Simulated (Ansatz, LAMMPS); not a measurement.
# Forces and charges in free surface of ionic liquid triethylsulfonium formate with water at 440 K (81 atoms), part 2 of 2

Aim: energy, forces, charges and density of states of free surface of ionic liquid triethylsulfonium formate with water at 440 K (81 atoms) at a fixed geometry.

Ansatz 0.2.0; Kohn-Sham DFT, PBE+D4, PAW (set soft_2), plane waves.

The cell: 21 C, 3 S, 50 H and 7 O. The network of contacts between molecules at the start is that of the classical potential that made the cell. Sampling is at Γ alone, for a cell whose shortest periodic width is 9 Å.

So far. Step 3 (Plane-wave single point): Between -22 and -18 eV lie 16 more states.

### Step 3. Plane-wave single point (continued)

Planar average of the electrostatic potential energy along the normal, with the Fermi level as zero, after a running mean with a triangular window 4 Å wide at its base:

| height (Å) | potential energy (eV) |
| --- | --- |
| 0.0 | 0.28 |
| 0.6 | 0.07 |
| 1.3 | -0.03 |
| 1.9 | 0.23 |
| 2.5 | 0.72 |
| 3.0 | 1.19 |
| 3.8 | 1.44 |
| 4.3 | 1.34 |
| 4.9 | 0.97 |
| 5.5 | 0.41 |
| 6.2 | -0.20 |
| 6.8 | -0.22 |
| 7.4 | 0.27 |
| 7.9 | 1.15 |
| 8.7 | 2.24 |
| 9.2 | 2.85 |
| 9.8 | 3.20 |
| 10.4 | 3.36 |
| 11.1 | 3.48 |
| 11.7 | 3.55 |
| 12.3 | 3.62 |
| 12.9 | 3.70 |
| 13.6 | 3.79 |
| 14.2 | 3.85 |
| 14.7 | 3.90 |
| 15.3 | 3.90 |
| 16.0 | 3.73 |
| 16.6 | 3.38 |
| 17.2 | 2.84 |
| 17.8 | 2.18 |
| 18.5 | 1.25 |
| 19.1 | 0.64 |
| 19.7 | 0.25 |
| 20.2 | 0.17 |
| 21.0 | 0.31 |
| 21.5 | 0.31 |

Electrostatic potential energy in the ca plane at fractional y = 0.628, with atoms of H and S and C and O within 0.2 Å of it. With pseudopotentials it is smooth inside the atoms' cores, unlike the true potential.

Ten even steps from '0' (-4.8 eV) to '9' (5.0 eV), each cell a mean:
```
77777788888899888764235666666666777777777777
77888888888888887651003566666666777777777777
88888888888888877640001456666666777777777777
88999998889998877651001456666666777777777777
78999988889999887653102466666666677777777777
78999986678999987765313566666666677777777777
78999973123799988765302566666666677777777777
78999973000199998776534566666666677777777777
78899986100079998776655666666666677777777776
77889997100089998877666666666666777777777666
67788887200499998877766666666666777777776666
66778886100699998877777666666666777777766666
56677887524799998887777777666667777777766665
56677888877999999888777777777777777777766666
56677889877999999988877777777777777777776666
56677889877899999998877777777777777777777666
56677889987789999998887777777777777777777766
56677888887678899999887777777777777777777777
56677788877664139999887777777777777777777777
66677788877772007999887777777777777777777777
66777778888885128998877777776777777777777777
67777778888999889998877777666667777777777777
77777778888999999987777766666667777777777777
77777778888999999876666666666666777777777777
```
Columns run along c (16.0 Å, from fractional 0.00 to 0.74 of the cell; values clipped at the 3rd and 97th percentile), rows up along a (8.8 Å). Atoms in or near the plane, at fractional coordinates: H at (0.34, 0.90), O at (0.17, 0.63), H at (0.16, 0.52).

Valence density in the ca plane at fractional y = 0.628, with atoms of H and S and C and O within 0.2 Å of it. It is the smooth field of the valence electrons, not physical close to the nuclei.

Ten steps, logarithmic in the rise over the least value, from '0' (0.0 e/Å³) to '9' (1.8 e/Å³), each cell a mean:
```
01235543210000000000000000000000000001111111
01358874310000000000000000000000000001111110
01369985320000000000000000000000000122222211
01358875320000000000000000000000002345555432
01246775310000000000000000000000013677777763
00135665310000000000000000000000124798889974
00124664210000000000000000000012224688888874
00013443100000000000000000000124443456677642
00001221000000000000000000001247864334555431
00000000000000000000000000001368985334555421
00000000000000000000000000012468986445777532
00000000000000000000000000013568887657888752
00000000000000000000000000013567898878878863
00000000000000000000000000013456899999868863
00000000000000000000000000012335799998888863
11000000000000000000000000000123689987778753
32100000000000000000000000000012579865566653
54210000000000000000000000000002467754456654
75310000000000000000000000000001245543568875
86310000000000000000000000000000123334689986
75310000000000000000000000000000001235789986
54200000000000000000000000000000000135778875
32100100000000000000000000000000000124556654
11112221000000000000000000000000000012333332
```
Columns run along c (16.0 Å, from fractional 0.26 to 1.00 of the cell), rows up along a (8.8 Å). Atoms in or near the plane, at fractional coordinates: H at (0.34, 0.90), S at (0.92, 0.44), C at (0.84, 0.39), H at (0.87, 0.76), H at (0.96, 0.75), H at (0.80, 0.60).

Mean Löwdin charges: C -0.28, H +0.21, O -0.58, S +0.74 e (they miss 1.5 % of the electrons, so they add up to more than the cell's charge).

### Step 4. Distances and neighbours

These statistics describe the geometry on which the runs were made.

Normalised to the volume that the atoms fill. g(r), total and by pair (bins of 0.2 Å):

| r (Å) | total | H-H | H-C | H-O | H-S | C-C | C-O |
| --- | --- | --- | --- | --- | --- | --- | --- |
| 1.00 | 3.96 | 0.00 | 11.50 | 2.67 | 0.00 | 0.00 | 0.00 |
| 1.20 | 2.71 | 0.00 | 7.26 | 0.00 | 0.00 | 0.00 | 8.55 |
| 1.40 | 0.31 | 0.00 | 0.00 | 0.00 | 0.00 | 2.12 | 3.81 |
| 1.60 | 0.94 | 0.99 | 0.00 | 1.10 | 0.00 | 6.60 | 0.00 |
| 1.80 | 1.60 | 3.40 | 0.00 | 0.00 | 0.00 | 0.00 | 0.00 |
| 2.00 | 0.84 | 0.30 | 1.55 | 1.37 | 0.00 | 0.00 | 0.00 |
| 2.20 | 1.50 | 1.04 | 3.04 | 0.62 | 0.66 | 0.00 | 0.00 |
| 2.40 | 1.21 | 1.95 | 0.16 | 0.00 | 7.92 | 0.00 | 0.00 |
| 2.60 | 1.08 | 1.23 | 0.80 | 0.82 | 2.44 | 0.69 | 0.00 |
| 2.80 | 1.10 | 0.84 | 1.00 | 0.69 | 2.86 | 2.03 | 0.00 |
| 3.00 | 1.00 | 1.18 | 0.78 | 1.27 | 2.88 | 0.47 | 0.00 |
| 3.20 | 0.70 | 0.81 | 0.63 | 1.36 | 0.64 | 0.21 | 0.00 |
| 3.40 | 0.78 | 0.68 | 0.86 | 1.08 | 0.85 | 0.76 | 0.90 |
| 3.60 | 1.06 | 1.09 | 1.16 | 0.76 | 1.23 | 0.69 | 1.54 |
| 3.80 | 0.95 | 1.06 | 0.88 | 0.78 | 0.92 | 0.91 | 1.65 |
| 4.00 | 0.84 | 0.68 | 0.93 | 0.70 | 0.39 | 1.11 | 1.66 |
| 4.20 | 0.91 | 0.78 | 1.11 | 1.18 | 0.18 | 1.39 | 0.38 |
| 4.40 | 1.26 | 1.23 | 1.21 | 1.81 | 0.00 | 1.95 | 1.38 |
| 4.60 | 1.19 | 1.23 | 1.03 | 2.04 | 0.77 | 0.84 | 1.09 |
| 4.80 | 1.07 | 1.10 | 1.12 | 0.98 | 0.72 | 0.86 | 1.74 |
| 5.00 | 1.02 | 0.93 | 1.10 | 1.23 | 0.91 | 0.89 | 1.21 |
| 5.20 | 0.92 | 0.97 | 0.80 | 1.04 | 1.09 | 0.56 | 1.60 |
| 5.40 | 0.92 | 0.69 | 1.01 | 0.91 | 0.34 | 0.99 | 2.30 |
| 5.60 | 0.93 | 0.87 | 0.87 | 1.21 | 1.05 | 0.99 | 0.96 |
| 5.80 | 0.99 | 0.97 | 0.81 | 1.62 | 1.07 | 1.00 | 1.00 |
| 6.00 | 0.96 | 1.01 | 0.83 | 0.97 | 0.64 | 0.99 | 1.77 |
| 6.20 | 0.95 | 0.97 | 0.80 | 1.39 | 1.12 | 0.58 | 0.70 |
| 6.40 | 0.92 | 0.81 | 0.96 | 0.85 | 1.20 | 0.87 | 1.21 |

Bonds by pair of elements; cutoffs follow the first minimum of g(r), held within bounds set by covalent radii, and pairs that aren't listed don't count as bonded:

| pair A-B | cutoff (Å) | bonds | mean length (Å) | spread (Å) | shortest (Å) | B about A | A about B |
| --- | --- | --- | --- | --- | --- | --- | --- |
| H-C | 1.34 | 48 | 1.09 | 0.037 | 1.01 | 0.96 | 2.29 |
| H-O | 1.21 | 2 | 1 | 0 | 1 | 0.04 | 0.286 |
| C-C | 1.85 | 9 | 1.52 | 0.038 | 1.45 | 0.857 | 0.857 |
| C-O | 1.73 | 6 | 1.27 | 0.042 | 1.21 | 0.286 | 0.857 |
| C-S | 2.21 | 9 | 1.85 | 0.053 | 1.76 | 0.429 | 3 |

How many atoms have how many bonded neighbours:

| element | mean | 1 | 2 | 3 | 4 |
| --- | --- | --- | --- | --- | --- |
| C | 3.86 | 0 | 0 | 3 | 18 |
| H | 1 | 50 | 0 | 0 | 0 |
| O | 1.14 | 6 | 1 | 0 | 0 |
| S | 3 | 0 | 0 | 3 | 0 |

Bond angles, per cent of each kind in bins of 5°:

| angle (°) | C-C-H | H-C-H | H-C-S |
| --- | --- | --- | --- |
| 95–100 | 2.2 | 5.6 | 11.1 |
| 100–105 | 15.6 | 8.3 | 11.1 |
| 105–110 | 35.6 | 33.3 | 44.4 |
| 110–115 | 33.3 | 36.1 | 27.8 |
| 115–120 | 11.1 | 13.9 | 5.6 |
| 120–125 | 0.0 | 2.8 | 0.0 |
| 125–130 | 2.2 | 0.0 | 0.0 |

Bond angles (no mean is given where the spread exceeds 20°):

| angle | count | mean (°) | spread (°) |
| --- | --- | --- | --- |
| C-C-H | 45 | 110 | 5.1 |
| H-C-H | 36 | 110 | 5.4 |
| H-C-S | 18 | 108 | 5.5 |
| C-C-S | 9 | 109 | 4.7 |
| C-S-C | 9 | 95.4 | 3.4 |

Bond length by coordination (bonds to H left out):

| element | coordination | atoms | mean bond length (Å) |
| --- | --- | --- | --- |
| C | 3 | 3 | 1.27 |
| C | 4 | 18 | 1.63 |
| O | 1 | 6 | 1.27 |

By these cutoffs 86 % of C atoms have 4, all H atoms have 1, 86 % of O atoms have 1 and all S atoms have 3 bonded neighbours. The C-C-H angle averages 110° with a spread of 5°.

A closer look about C5, which bears the longest force: 13 atoms, nearest first, numbered in the order of the input, with positions taken from that point.

| atom | x | y | z | distance (Å) | bonds | Löwdin charge (e) | Fx | Fy | Fz (eV/Å) |
| --- | --- | --- | --- | --- | --- | --- | --- | --- | --- |
| C5 | 0.00 | 0.00 | 0.00 | 0.00 | 4 | -0.49 | 0.08 | 3.57 | -2.20 |
| H16 | 0.37 | -0.92 | 0.16 | 1.01 | 1 | 0.23 | 1.20 | -3.46 | 0.67 |
| H15 | -0.15 | 0.51 | 0.92 | 1.06 | 1 | 0.21 | -0.32 | 0.53 | 0.97 |
| H17 | -0.91 | -0.12 | -0.55 | 1.07 | 1 | 0.23 | -0.76 | -0.05 | -0.31 |
| C4 | 1.06 | 0.78 | -0.88 | 1.58 | 4 | -0.33 | -1.72 | -1.59 | 0.92 |
| H13 | 1.15 | 0.27 | -1.88 | 2.22 | 1 | 0.24 | 0.64 | 0.06 | 0.75 |
| H14 | 0.82 | 1.82 | -1.12 | 2.28 | 1 | 0.21 | -0.06 | 0.22 | 0.51 |
| S3 | 2.60 | 0.71 | 0.14 | 2.70 | 3 | 0.70 | -1.26 | -1.29 | -2.64 |
| H22 | 2.11 | -2.34 | 0.77 | 3.24 | 1 | 0.22 | -1.69 | -0.55 | 0.46 |
| C6 | 3.21 | -1.04 | -0.45 | 3.40 | 4 | -0.32 | 2.35 | 1.77 | 2.48 |
| H18 | 2.97 | -1.18 | -1.45 | 3.51 | 1 | 0.27 | -1.74 | -0.65 | -2.06 |
| H32 | -2.20 | 2.01 | -1.92 | 3.54 | 1 | 0.21 | -0.22 | -1.03 | 0.17 |
| C7 | 3.12 | -2.09 | 0.63 | 3.80 | 4 | -0.48 | -0.34 | 1.03 | -1.06 |

The column of bonds counts only the pairs H-C within 1.34 Å, H-O within 1.21 Å, C-C within 1.85 Å, C-O within 1.73 Å, C-S within 2.21 Å; other neighbours, such as metal atoms beside each other in a compound, aren't counted, and periodic images can show an atom twice.

### Step 5. Summary of results

| Quantity | Value |
| --- | --- |
| free energy per atom | -157.3380 eV/atom |
| r.m.s. force component | 1.034 eV/Å |
| gap (highest filled to lowest empty level) | 1.414 eV |
| wall time of the 1 DFT run | 5.4 s |

What this shows: Between filled and empty levels lie 1.41 eV (at Γ alone); a semilocal functional tends to put such gaps too low. With the cutoffs above, 86 % of C atoms have 4, all H atoms have 1, 86 % of O atoms have 1 and all S atoms have 3 bonded neighbours.

Caveats: The force components of 1.0 eV/Å r.m.s. come partly from thermal motion and partly from the difference between the classical potential and DFT, above all in bond lengths inside molecules.

[Logs are printed without paths, hosts, clocks, repeated set-up lines and the standing remarks that a program may print on its own settings, such as how far it seeks lower states.]

[Hosts, paths, dates, database ids (printed as entryN), source tags and the programs' standing remarks are cut or masked in the printed files.]
